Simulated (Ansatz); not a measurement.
## Ru (P6_3/mmc, 2 atoms in the cell) under biaxial strain in the (0001) plane, that of a and b

Wanted: the shifts of the zone-centre modes of Ru (P6_3/mmc, 2 atoms in the cell) with strain.

Program: Ansatz 0.2.0. Level of theory: DFT LDA, scalar-relativistic, plane waves, PAW; PAW set soft_1. Results are calculated unless marked as measured.

Report form: the programs' logs are mostly left out.

**1. The starting structure**

Symmetry: P6_3/mmc, No. 194, hexagonal system. Conventional cell: a = 2.706 Å, b = 2.706 Å, c = 4.282 Å, α = 90.00°, β = 90.00°, γ = 120.00°. Nearest to Ru lie 12 Ru at 2.65 to 2.71 Å.

**2. A rough relaxation first**

The start is far from rest, so a relaxation with loose tolerances brings it close first.

Contents of input.yaml:

```yaml
crystal:
  lattice:
    - [2.7058, 0.0, 0.0]
    - [-1.3529, 2.3432915376, 0.0]
    - [0.0, 0.0, 4.2819]
  atoms:
    - { symbol: Ru, position: [0.33333333, 0.66666667, 0.25] }
    - { symbol: Ru, position: [0.66666667, 0.33333333, 0.75] }
kpoints:
  mp_grid: { grid: [9, 9, 6] }
hamiltonian:
  xc: lda
  pseudopotentials: { kind: paw, azcp: { folder: soft_1 }, xc_functional: pbe }
scf:
  occupations: { method: gaussian, width: 0.1 }
output:
  forces: true
  stress: true
  eigenvalues: true
relax:
  adjacent_minimum: "off"
  f_tol: 0.05
  max_steps: 80
  cell: { stress_tol: 0.5 }
```

Launch:

```bash
> ansatz run input.yaml --threads 4 --pin off --max-ram 10240MiB --backend cpu --events-out ev --progress --plain --runs-dir out
```

Wall time 1.7 s (4 threads of Arm Neoverse V2, shared host); peak memory 0.29 GiB.

Step by step:

| step | energy less that of the first step (eV) | largest force component (eV/Å) | pressure (GPa) | volume (Å³) |
| --- | --- | --- | --- | --- |
| 1 | 0.0000 | 0.0000 | -12.48 | 27.15 |
| 2 | 0.0165 | 0.0000 | 17.87 | 25.05 |
| 3 | -0.0410 | 0.0000 | -1.09 | 26.25 |
| 4 | -0.0414 | 0.0000 | -0.01 | 26.17 |
| 5* | -0.0399 | 0.0000 | -0.07 | 26.17 |

Relaxation steps marked * repeat the geometry before them on a plane-wave basis chosen anew for their cell, so energy and pressure can jump there. Relaxation step 2 was tried and not accepted.

Forces are held to the 24 operations that the run works with; a distortion that breaks them can't arise in this run.

```
conventional cell, symmetrised  before  after  change
                         a (Å)   2.706  2.673  -1.2 %
                         b (Å)   2.706  2.673  -1.2 %
                         c (Å)   4.282  4.229  -1.2 %
              volume (Å³/atom)   13.57  13.08  -3.6 %
```

Final coordinates:

```cif
data_structure
_symmetry_space_group_name_H-M 'P 1'
_symmetry_Int_Tables_number 1
_cell_length_a 2.6731
_cell_length_b 2.6731
_cell_length_c 4.2286
_cell_angle_alpha 90.000
_cell_angle_beta 90.000
_cell_angle_gamma 120.000
_cell_volume 26.17
loop_
_atom_site_label
_atom_site_type_symbol
_atom_site_fract_x
_atom_site_fract_y
_atom_site_fract_z
_atom_site_occupancy
Ru1 Ru 0.33333 0.66667 0.25000 1
Ru2 Ru 0.66667 0.33333 0.75000 1
```

Numbers from this step:

```yaml
pressure: -0.07320 GPa
volume_per_atom: 13.08 Å³
gap_on_the_k_mesh: 0 eV
```

In this step the volume went from 13.57 to 13.08 Å³/atom.

**3. Relaxation**

Harmonic phonons are second derivatives at a point where the forces vanish, and they are wanted at zero stress, so atoms and cell are relaxed first.

input.yaml, the sections that differ from step 2:

```yaml
crystal:
  lattice:
    - [2.6731301593, 0.0, 0.0]
    - [-1.3365650797, 2.3149986256, 0.0]
    - [0.0, 0.0, 4.2286286099]
  atoms:
    - { symbol: Ru, position: [0.3333333333, 0.6666666667, 0.25] }
    - { symbol: Ru, position: [0.6666666667, 0.3333333333, 0.75] }
kpoints:
  mp_grid: { grid: [18, 18, 10] }
output:
  forces: true
  stress: true
  eigenvalues: true
  write_density: true
  write_potential: true
  elf: true
  volumetric_format: npy
relax:
  adjacent_minimum: "off"
  f_tol: 0.005
  max_steps: 80
  cell: { stress_tol: 0.05 }
# hamiltonian, scf: as in step 2
```

Run time: 5.2 s. Hardware: 4 threads; peak memory 0.39 GiB; 19 s of CPU time.

Little changed from the start: no atom moved by 0.005 Å and no cell edge by 0.1 %.

This step gave:

| Item | Value |
| --- | --- |
| pressure | 0.002386 GPa |
| volume per atom | 13.09 Å³ |

Valence density in the ac plane at fractional y = 0.333, with atoms of Ru within 0.2 Å of it. It is the smooth field of the valence electrons, not physical close to the nuclei.

Ten even steps from '0' (0 e/Å³) to '9' (12 e/Å³):
```
00000000000000
00000001222100
00000012455320
00000024687631
00000135899742
00000135899742
00000024687631
00000012455320
00000001222100
00000000000000
00000000000000
00000000000000
00000000000000
00000000000000
00110000000000
01111000000000
01111000000000
00110000000000
00000000000000
00000000000000
00000000000000
00000000000000
```
Columns run along a (2.7 Å), rows up along c (4.2 Å). Atoms in or near the plane, at fractional coordinates: Ru at (0.67, 0.75).

ELF in the ac plane at fractional y = 0.333, with atoms of Ru within 0.2 Å of it. It is the smooth field of the valence electrons, not physical close to the nuclei.

Ten even steps from '0' (0.22) to '9' (0.61):
```
11221112333211
01210125777642
10110258999974
21111379999996
31111489867997
31111489867997
21111379999996
10110258999974
01210125777642
11221112333211
21011111000011
10000122111122
00000112222221
12222111222210
24443210122101
35654310111101
35654310111101
24443210122101
12222111222210
00000112222221
10000122111122
21011111000011
```
Columns run along a (2.7 Å), rows up along c (4.2 Å). Atoms in or near the plane, at fractional coordinates: Ru at (0.67, 0.75).

Electrostatic potential energy in the ac plane at fractional y = 0.333, with atoms of Ru within 0.2 Å of it. With pseudopotentials it is smooth inside the atoms' cores, unlike the true potential.

Ten even steps from '_' (-72 eV) to '@' (24 eV):
```
@@@@@@@@@@@@@@%%######%%%%@@
@@@@@@@@@@@@%%**++====++##%%
%%@@@@@@@@%%**==::....::==##
%%@@@@@@@@##==::______..--++
##@@@@@@%%**--..________::==
##@@@@@@%%**--..________::==
%%@@@@@@@@##==::______..--++
%%@@@@@@@@%%**==::....::==##
@@@@@@@@@@@@%%**++====++##%%
@@@@@@@@@@@@@@%%######%%%%@@
@@@@@@@@@@@@@@@@@@@@@@@@@@@@
@@@@@@@@@@@@@@@@@@@@@@@@@@@@
@@@@%%@@@@@@@@@@@@@@@@@@@@@@
%%%%####%%@@@@@@@@@@@@@@@@@@
%%##****##%%@@@@@@@@@@@@@@@@
##********##@@@@@@@@@@@@@@%%
##********##@@@@@@@@@@@@@@%%
%%##****##%%@@@@@@@@@@@@@@@@
%%%%####%%@@@@@@@@@@@@@@@@@@
@@@@%%@@@@@@@@@@@@@@@@@@@@@@
@@@@@@@@@@@@@@@@@@@@@@@@@@@@
@@@@@@@@@@@@@@@@@@@@@@@@@@@@
```
Columns run along a (2.7 Å; values clipped at the 3rd and 97th percentile), rows up along c (4.2 Å). Atoms in or near the plane, at fractional coordinates: Ru at (0.67, 0.75).

In this step the volume went from 13.08 to 13.09 Å³/atom.

**4. Tight relaxation**

Phonons need small forces and stress, so the relaxation is finished with tight tolerances on 18×18×12 k points.

Contents of input.yaml:

```yaml
crystal:
  lattice:
    - [2.6740588123, 0.0, 0.0]
    - [-1.3370294062, 2.3158028627, 0.0]
    - [0.0, 0.0, 4.2267610386]
  atoms:
    - { symbol: Ru, position: [0.3333333333, 0.6666666667, 0.25] }
    - { symbol: Ru, position: [0.6666666667, 0.3333333333, 0.75] }
kpoints:
  mp_grid: { grid: [18, 18, 12] }
hamiltonian:
  xc: lda
  pseudopotentials: { kind: paw, azcp: { folder: soft_1 }, xc_functional: pbe }
scf:
  occupations: { method: methfessel_paxton, width: 0.2 }
output:
  forces: true
  stress: true
  eigenvalues: true
relax:
  adjacent_minimum: "off"
  f_tol: 0.001
  max_steps: 60
  cell: { stress_tol: 0.01 }
```

Wall time 5 s (4 threads); peak memory 0.4 GiB; 19 s of CPU time.

Little changed from the start: no atom moved by 0.005 Å and no cell edge by 0.1 %.

Numbers from this step:

* pressure: 0.002125 GPa

The forces vanish by symmetry and the pressure is 0.002 GPa, within the tolerances set. The cell now holds 13.09 Å³/atom.

**5. Zone-centre response at rest**

Phonons follow from the second derivative of the energy, found here by linear response.

The modes at rest are the reference of the series.

input.yaml, the sections that differ from step 4:

```yaml
crystal:
  lattice:
    - [2.6749044221, 0.0, 0.0]
    - [-1.3374522111, 2.3165351823, 0.0]
    - [0.0, 0.0, 4.2239497632]
  atoms:
    - { symbol: Ru, position: [0.3333333333, 0.6666666667, 0.25] }
    - { symbol: Ru, position: [0.6666666667, 0.3333333333, 0.75] }
output:
  eigenvalues: true
phonons:
  method: dfpt
# kpoints, hamiltonian, scf: as in step 4
# relax: removed
```

Elapsed: 20 s, on 4 threads; peak memory 1.2 GiB.

This step gave:

| Item | Value |
| --- | --- |
| sum-rule residual before enforcement | 8.06e-5 eV/Å² |
| point group | 6/mmm |
| highest optical mode at the zone centre (no LO-TO term) | 277.7 cm⁻¹ |
| lowest optical zone-centre mode | 211.6 cm⁻¹ |

Patterns of degenerate modes are one choice out of their space. Modes at Γ:

```
mode  frequency (cm⁻¹)  symmetry
   1               0.0  acoustic
   2               0.0  acoustic
   3               0.0  acoustic
   4             211.6       E2g
   5             211.6       E2g
   6             277.7       B1g
```

Displacements in mode 4 (211.6 cm⁻¹), the largest set to 1:
```
Ru1  1.00  0.00  0.00
Ru2 -1.00  0.00  0.00
```

Displacements in mode 6 (277.7 cm⁻¹), the largest set to 1:
```
Ru1  0.00  0.00  1.00
Ru2  0.00  0.00 -1.00
```

Before it was imposed, the acoustic sum rule was missed by 8.1e-5 eV/Å². Small misses are needed for a sound result but don't prove that mesh and cutoff are converged. The lowest optical mode is real, 212 cm⁻¹.

**6. A member of the series: biaxial strain of +4 % in the (0001) plane, that of a and b**

The cell takes a biaxial strain of +4 % in the (0001) plane, that of a and b. The strained lengths are held, while the rest of the cell and the atoms relax.

input.yaml, the sections that differ from step 5:

```yaml
crystal:
  lattice:
    - [2.781900599, 0.0, 0.0]
    - [-1.3909502995, 2.4091965895, 0.0]
    - [0.0, 0.0, 4.1513545276]
  atoms:
    - { symbol: Ru, position: [0.3333333333, 0.6666666667, 0.25] }
    - { symbol: Ru, position: [0.6666666667, 0.3333333333, 0.75] }
output:
  forces: true
  stress: true
  eigenvalues: true
relax:
  adjacent_minimum: "off"
  f_tol: 0.001
  max_steps: 60
  cell: { stress_tol: 0.01, fix: [a, b, gamma] }
# kpoints, hamiltonian, scf: as in step 5
# phonons: removed
```

Run time: 9.8 s. Hardware: 4 threads; peak memory 0.41 GiB.

Step by step:

```csv
step,energy less that of the first step (eV),largest force component (eV/Å),pressure (GPa),volume (Å³)
1,0.0000,0.0000,-17.58,27.82
2,-0.0012,0.0000,-14.08,27.54
3,-0.0022,0.0000,-15.67,27.66
4,-0.0022,0.0000,-15.63,27.66
5*,-0.0019,0.0000,-15.64,27.66
6,-0.0019,0.0000,-15.63,27.66
7*,-0.0019,0.0000,-15.63,27.66
```

Relaxation steps marked * repeat the geometry before them on a plane-wave basis chosen anew for their cell, so energy and pressure can jump there.

Forces are held to the 24 operations that the run works with; a distortion that breaks them can't arise in this run.

```
conventional cell, symmetrised  before  after  change
                         a (Å)   2.782  2.782  -0.0 %
                         b (Å)   2.782  2.782  -0.0 %
                         c (Å)   4.151  4.127  -0.6 %
              volume (Å³/atom)   13.91  13.83  -0.6 %
```

Final coordinates:

```cif
data_structure
_symmetry_space_group_name_H-M 'P 1'
_symmetry_Int_Tables_number 1
_cell_length_a 2.7819
_cell_length_b 2.7819
_cell_length_c 4.1272
_cell_angle_alpha 90.000
_cell_angle_beta 90.000
_cell_angle_gamma 120.000
_cell_volume 27.66
loop_
_atom_site_label
_atom_site_type_symbol
_atom_site_fract_x
_atom_site_fract_y
_atom_site_fract_z
_atom_site_occupancy
Ru1 Ru 0.33333 0.66667 0.25000 1
Ru2 Ru 0.66667 0.33333 0.75000 1
```

This step gave:

| Quantity | Value |
| --- | --- |
| pressure | -15.63 GPa |
| volume per atom | 13.83 Å³ |

The forces vanish by symmetry.

**7. Zone-centre modes of the member: biaxial strain of +4 % in the (0001) plane, that of a and b**

The zone-centre modes follow for biaxial strain of +4 % in the (0001) plane, that of a and b.

input.yaml, the sections that differ from step 6:

```yaml
crystal:
  lattice:
    - [2.781900599, 0.0, 0.0]
    - [-1.3909502995, 2.4091965895, 0.0]
    - [0.0, 0.0, 4.1271699767]
  atoms:
    - { symbol: Ru, position: [0.3333333333, 0.6666666667, 0.25] }
    - { symbol: Ru, position: [0.6666666667, 0.3333333333, 0.75] }
output:
  eigenvalues: true
phonons:
  method: dfpt
# kpoints, hamiltonian, scf: as in step 6
# relax: removed
```

Run time: 22 s. Hardware: 4 threads; peak memory 1.2 GiB.

Numbers from this step:

```yaml
sum_rule_residual_before_enforcement: 1.19e-5 eV/Å²
highest_optical_mode_at_the_zone_centre_no_lo_to_term: 278.5 cm⁻¹
lowest_optical_zone_centre_mode: 207.2 cm⁻¹
```

Patterns of degenerate modes are one choice out of their space. Modes at Γ:

```
mode  frequency (cm⁻¹)  symmetry
   1               0.0  acoustic
   2               0.0  acoustic
   3               0.0  acoustic
   4             207.2       E2g
   5             207.2       E2g
   6             278.5       B1g
```

Displacements in mode 4 (207.2 cm⁻¹), the largest set to 1:
```
Ru1  1.00  0.00  0.00
Ru2 -1.00  0.00  0.00
```

Displacements in mode 6 (278.5 cm⁻¹), the largest set to 1:
```
Ru1  0.00  0.00  1.00
Ru2  0.00  0.00 -1.00
```

The lowest optical mode is real, 207 cm⁻¹, and the highest lies at 278.5 cm⁻¹.

**8. A member of the series: biaxial strain of -4 % in the (0001) plane, that of a and b**

The cell takes a biaxial strain of -4 % in the (0001) plane, that of a and b. The strained lengths are held, while the rest of the cell and the atoms relax.

input.yaml, the sections that differ from step 7:

```yaml
crystal:
  lattice:
    - [2.5679082453, 0.0, 0.0]
    - [-1.2839541227, 2.223873775, 0.0]
    - [0.0, 0.0, 4.2968781325]
  atoms:
    - { symbol: Ru, position: [0.3333333333, 0.6666666667, 0.25] }
    - { symbol: Ru, position: [0.6666666667, 0.3333333333, 0.75] }
output:
  forces: true
  stress: true
  eigenvalues: true
relax:
  adjacent_minimum: "off"
  f_tol: 0.001
  max_steps: 60
  cell: { stress_tol: 0.01, fix: [a, b, gamma] }
# kpoints, hamiltonian, scf: as in step 7
# phonons: removed
```

Elapsed: 8.3 s, on 4 threads; peak memory 0.39 GiB.

Relaxation path:

| step | energy less that of the first step (eV) | largest force component (eV/Å) | pressure (GPa) | volume (Å³) |
| --- | --- | --- | --- | --- |
| 1 | 0.0000 | 0.0000 | 28.20 | 24.54 |
| 2 | -0.0006 | 0.0000 | 24.19 | 24.76 |
| 3 | -0.0016 | 0.0000 | 25.71 | 24.67 |
| 4 | -0.0016 | 0.0000 | 25.74 | 24.67 |
| 5* | -0.0019 | 0.0000 | 25.75 | 24.67 |
| 6 | -0.0019 | 0.0000 | 25.74 | 24.67 |
| 7* | -0.0019 | 0.0000 | 25.74 | 24.67 |

Relaxation steps marked * repeat the geometry before them on a plane-wave basis chosen anew for their cell, so energy and pressure can jump there.

Forces are held to the 24 operations that the run works with; a distortion that breaks them can't arise in this run.

```csv
"conventional cell, symmetrised",before,after,change
a (Å),2.568,2.568,+0.0 %
b (Å),2.568,2.568,+0.0 %
c (Å),4.297,4.321,+0.6 %
volume (Å³/atom),12.27,12.34,+0.6 %
```

The relaxed structure:

```xyz
2
Lattice="2.5679 0.0000 0.0000 -1.2840 2.2239 0.0000 0.0000 0.0000 4.3206" Properties=species:S:1:pos:R:3 pbc="T T T"
Ru    0.0000    1.4826    1.0802
Ru    1.2840    0.7413    3.2405
```

This step gave:

```
pressure        : 25.74 GPa
volume per atom : 12.34 Å³
```

The forces vanish by symmetry.

**9. Zone-centre modes of the member: biaxial strain of -4 % in the (0001) plane, that of a and b**

The zone-centre modes follow for biaxial strain of -4 % in the (0001) plane, that of a and b.

input.yaml, the sections that differ from step 8:

```yaml
crystal:
  lattice:
    - [2.5679082453, 0.0, 0.0]
    - [-1.2839541227, 2.223873775, 0.0]
    - [0.0, 0.0, 4.3206064799]
  atoms:
    - { symbol: Ru, position: [0.3333333333, 0.6666666667, 0.25] }
    - { symbol: Ru, position: [0.6666666667, 0.3333333333, 0.75] }
output:
  eigenvalues: true
phonons:
  method: dfpt
# kpoints, hamiltonian, scf: as in step 8
# relax: removed
```

Elapsed: 19 s, on 4 threads; peak memory 1.2 GiB; 71 s of CPU time.

Numbers from this step:

```
sum-rule residual before enforcement                    : 1.78e-4 eV/Å²
highest optical mode at the zone centre (no LO-TO term) : 268.8 cm⁻¹
lowest optical zone-centre mode                         : 208.6 cm⁻¹
```

Patterns of degenerate modes are one choice out of their space. Modes at Γ:

```
mode  frequency (cm⁻¹)  symmetry
   1               0.0  acoustic
   2               0.0  acoustic
   3               0.0  acoustic
   4             208.6       E2g
   5             208.6       E2g
   6             268.8       B1g
```

The lowest optical mode is real, 209 cm⁻¹, and the highest lies at 268.8 cm⁻¹.

Between step 5 and this run (strain -4 %) the value for the highest optical mode at the zone centre (no LO-TO term) moves from 278 cm⁻¹ to 269 cm⁻¹ (-3 %).

**10. All members side by side**

The members are set side by side, also those not shown above.

Stress is positive in compression; energies are extrapolated to zero smearing, and E0 is that at rest; the edges not held and the atoms are relaxed in each cell; all runs use 18×18×12 k points and Methfessel-Paxton smearing of 0.2 eV. State of the crystal along the series:

| strain (%) | in-plane stress (GPa) | free strain along c (%) | E - E0 (meV/atom) |
| --- | --- | --- | --- |
| -4 | 38.61 | 2.288 | 114.7 |
| -3 | 27.14 | 1.726 | 62.11 |
| -2 | 17.01 | 1.149 | 26.64 |
| -1 | 8.019 | 0.5699 | 6.439 |
| 0 | 0.003309 | 0 | 0 |
| 1 | -7.091 | -0.5649 | 5.971 |
| 2 | -13.28 | -1.139 | 22.93 |
| 3 | -18.69 | -1.719 | 49.43 |
| 4 | -23.45 | -2.291 | 84.36 |

Optical modes are counted from below at rest and tracked from member to member by their patterns, and modes that stay within 0.3 cm⁻¹ of each other stand once; labels, where given, are those at rest; the edges not held and the atoms are relaxed in each cell; all runs use 18×18×12 k points and Methfessel-Paxton smearing of 0.2 eV. Optical modes along the series:

| strain (%) | optical mode 1 E2g (cm⁻¹) | optical mode 2 B1g (cm⁻¹) |
| --- | --- | --- |
| -4 | 208.6 | 268.8 |
| -3 | 209.9 | 271.5 |
| -2 | 211.1 | 274 |
| -1 | 211.7 | 276.2 |
| 0 | 211.6 | 277.7 |
| 1 | 210.9 | 278.4 |
| 2 | 209.8 | 278.5 |
| 3 | 208.6 | 278.2 |
| 4 | 207.2 | 278.5 |

Value and slope at zero strain of a cubic (a lower polynomial where under five rows exist) through the rows within 2 % of rest. Slopes at rest:

| mode | frequency (cm⁻¹) | shift per percent of strain (cm⁻¹) | shift per GPa of compressive stress (cm⁻¹) |
| --- | --- | --- | --- |
| optical mode 1 E2g | 211.6 | -0.42 | 0.06 |
| optical mode 2 B1g | 277.7 | 1.12 | -0.15 |

**11. Outcome**

```json
{"members": "9", "highest optical mode at the zone centre (no LO-TO term), at rest": "277.7 cm⁻¹", "biaxial modulus in the (0001) plane, that of a and b": "755 GPa", "optical mode 1 E2g, shift per percent": "-0.42 cm⁻¹", "optical mode 2 B1g, shift per percent": "1.12 cm⁻¹"}
```

In words: The stress changes by 7.55 GPa for each percent, a biaxial modulus of 755 GPa in the (0001) plane, that of a and b. For each percent the free edge responds with -0.57 %. Within 2 % of rest optical mode 1 E2g and optical mode 2 B1g bend away from a straight line, so a single slope holds only near rest. These are harmonic frequencies at zero temperature: anharmonic shifts, linewidths and thermal expansion are left out. With no gap, or one that is small against the smearing, the frequencies hang on the k mesh and the smearing, most of all near Kohn anomalies. The PAW files were made for PBE; the program adapts parts of them to the functional of the run, but their partial waves stay those of PBE, an approximation that was not tested in this session. Only the zone centre was solved, so an instability at another wavevector cannot show here.

[Logs are printed without paths, hosts, clocks, repeated set-up lines and the standing remarks that a program may print on its own settings, such as how far it seeks lower states.]

[Hosts, paths, dates, database ids (printed as entryN), source tags and the programs' standing remarks are cut or masked in the printed files.]
